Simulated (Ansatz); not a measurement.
# The perfect Au wire along [110], 8 atoms a period, part 2 of 2

What gap, if any, does the Au wire along [110], 8 atoms a period have, and how many channels would it open?

Ansatz 0.2.0; DFT PBE, plane waves, PAW; relaxation of a wire's period; PAW set soft_1 (the session's first sound run).

So far: Starting point; Relaxing the period.

## 2. Relaxing the period (continued)

Step by step:

```csv
step,energy less that of the first step (eV),largest force component (eV/Å),pressure (GPa),volume (Å³)
1,0.0000,0.6738,-3.09,408.89
2,-0.6094,0.3901,0.59,388.78
3,-0.7938,0.0910,0.16,381.08
4,-0.8368,0.0934,-0.06,381.51
5,-0.8586,0.0435,0.03,381.78
6,-0.8580,0.1371,-0.55,381.91
7,-0.8686,0.0161,-0.04,381.76
8,-0.8701,0.0178,-0.11,381.89
9*,-0.8668,0.0176,-0.11,381.89
```

Relaxation steps marked * repeat the geometry before them on a plane-wave basis chosen anew for their cell, so energy and pressure can jump there. Relaxation step 6 was tried and not accepted.

The run keeps the 8 symmetry operations that it works with, so distortions that break them were not tested.

| cell as run | before | after | change |
| --- | --- | --- | --- |
| c (Å) | 2.942 | 2.747 | -6.6 % |

The atoms that moved most (Å, along periodic axes as changes of fractional coordinates times the final cell, across vacuum about the mean position):

| atom | dx | dy | dz | length |
| --- | --- | --- | --- | --- |
| Au5 | 0.000 | -0.564 | 0.000 | 0.564 |
| Au6 | 0.000 | 0.564 | 0.000 | 0.564 |
| Au8 | 0.340 | 0.289 | 0.000 | 0.446 |
| Au7 | -0.340 | 0.289 | 0.000 | 0.446 |
| Au3 | 0.340 | -0.289 | 0.000 | 0.446 |
| Au1 | -0.340 | -0.289 | 0.000 | 0.446 |
| Au4 | -0.436 | 0.000 | 0.000 | 0.436 |
| Au2 | 0.436 | 0.000 | 0.000 | 0.436 |

Numbers from this step:

```yaml
energy_at_zero_smearing: -105205.4936 eV
cell_length_along_the_wire: 2.747 Å
```

The cell's length comes to 2.747 Å with spin left out. 1 contact a cell pass between under 1.1 and over 1.27 times the sum of covalent radii, so the wire has rearranged from the shape that names it.

## 3. Bands of the perfect wire

This step: DFT PBE, plane waves, PAW; bands of a perfect wire; PAW set soft_1 (Ansatz 0.2.0).

At the relaxed period the bands are computed along the axis; those that cross an energy going forward count the channels that a perfect wire would open there.

Contents of input.yaml:

```yaml
crystal:
  lattice:
    - [10.96, 0.0, 0.0]
    - [0.0, 12.683, 0.0]
    - [0.0, 0.0, 2.7473331072]
  atoms:
    - { symbol: Au, position: [0.27918983, 0.709176646, 0.0] }
    - { symbol: Au, position: [0.350003572, 0.5, 0.0] }
    - { symbol: Au, position: [0.72081017, 0.709176646, 0.0] }
    - { symbol: Au, position: [0.649996428, 0.5, 0.0] }
    - { symbol: Au, position: [0.5, 0.339575185, 0.5] }
    - { symbol: Au, position: [0.5, 0.660424815, 0.5] }
    - { symbol: Au, position: [0.27918983, 0.290823354, 0.0] }
    - { symbol: Au, position: [0.72081017, 0.290823354, 0.0] }
kpoints:
  mp_grid: { grid: [1, 1, 30] }
  band_path: { path: ["Γ", Z], npoints: 90 }
scf:
  occupations: { method: fermi_dirac, width: 0.05 }
hamiltonian:
  xc: pbe
  pseudopotentials: { kind: paw, azcp: { folder: soft_1 } }
output:
  dos: { e_range: [-5, 4] }
  write_potential: true
  write_density: true
  volumetric_format: npy
```

Command:

```
$ ansatz run input.yaml --threads 4 --pin off --max-ram 16384MiB --backend cpu --events-out ev --progress --plain --runs-dir out
```

Numbers of over 12 decimals in the logs are rounded to 6 here.

The log of the run:

```text
[...]
Crystal: 8 atoms, lattice volume = 381.895 Å³
Basis set: ecut = 420 eV, 7507 PW (Γ)
Bands: 92, of which v1, the nominal top of the filled ones, is band 76 counted from 1 (75 counted from 0)
Symmetry: 8 space group operations
[...]
k-points: 16 of 30
[...]
SCF iter   1: F=—  HF=-105207.089710 eV  |F-HF|=—  |Δ(HF+E_count)|=         —  Δρ=3.61e-2  dr2=5.75e0  ethr=3.10e-3  ⟨swp⟩=6.4  Hψ=5766  notcnv=0  defer=16
[...]
SCF iter  10: F=-105205.509877 eV  HF=-105205.509877 eV  |F-HF|=5.53e-10  |Δ(HF+E_count)|=   8.32e-8  Δρ=2.51e-6  dr2=3.28e-8  ethr=6.58e-11  ⟨swp⟩=13.0  Hψ=5473  notcnv=0
SCF 1 converged in 10 iterations: F = -105205.509877 eV  dr2 = 3.28e-8
[...]
NSCF: frozen V_eff on 91 k-points
WARN: The output density's exchange-correlation potential varies sharply where the density is thin. Do not read a vacuum level from v_tot or v_xc, or from such a field of the output density. On a cell that repeats whose density bears no net charge and no dipole along the vacuum's axis use v_es (v_loc + v_h of the components); under efield.dipole_correction with no amplitude use v_es + v_field, which holds any externa [...]
SCF converged after 10 iterations
Free energy (F): -105205.509877 eV
[...]
Internal energy: -105205.486842 eV  (E = F + TS)
E sigma→0 (E₀):  -105205.498360 eV
Entropy (-TS):   -0.023035 eV (-2.879 meV/atom)
Fermi energy:    4.029255 eV
[...]
--- Band table (eV; the first three rows and the last of 16) ---
  k-point 0: bands = [... 72 lower, 2.3572, 2.4197, 2.5984, 2.6134, 2.8439, 3.6757, 4.0064, 4.1770, ... 12 higher]
  k-point 1: bands = [... 72 lower, 2.3111, 2.3978, 2.5787, 2.5807, 2.8967, 3.7212, 4.0433, 4.2044, ... 12 higher]
  k-point 2: bands = [... 72 lower, 2.2203, 2.3386, 2.4880, 2.5435, 3.0241, 3.8453, 4.1479, 4.2806, ... 12 higher]
  k-point 15: bands = [... 72 lower, 5.1275, 5.4528, 5.4854, 5.7731, 6.4337, 6.9250, 7.2505, 7.6625, ... 12 higher]
```

Run time: 37 s. Hardware: 4 threads of Arm Neoverse V1, shared host; peak memory 1.8 GiB; 2.4 min of CPU time.

In the SCF lines HF is the Harris–Foulkes energy and dr2 the Hartree energy of the density residual, in eV; the loop may stop once dr2 is under the threshold and the program's other checks hold. Hψ counts applications of the Hamiltonian.

This step gave:

```
energy at zero smearing : -105205.4984 eV
band gap                : 0 eV
```

Electronic bands along the path, in eV, zero at the Fermi level:

```
  point  band 73  band 74  band 75  band 76  band 77  band 78  band 79  band 80
      Γ    -1.67    -1.61    -1.43    -1.42    -1.19    -0.35    -0.02     0.15
halfway    -1.87    -1.77    -1.67    -1.00     0.10     1.12     1.13     1.36
      Z     1.10     1.42     1.46     1.74     2.40     2.90     3.22     3.63
```

Between Γ and Z the bands cross the Fermi level 7 times, so a perfect wire would conduct at least 7 G₀, with spin left out.

## 4. What came out

```
cell length, PBE                                            : 2.747 Å
ballistic conductance by band crossings, a lower bound, PBE : 7 G₀
```

Under PBE the cell's length is 2.75 Å, and the bands cross the Fermi level 7 times between Γ and Z, which gives a perfect wire at least 7 G₀ (opposite crossings within one step of the path cancel in such a count). Spin-orbit coupling is left out, which matters for the bands of heavy atoms.

[Logs are printed without paths, hosts, clocks, repeated set-up lines and the standing remarks that a program may print on its own settings, such as how far it seeks lower states.]

[Hosts, paths, dates, database ids (printed as entryN), source tags and the programs' standing remarks are cut or masked in the printed files.]
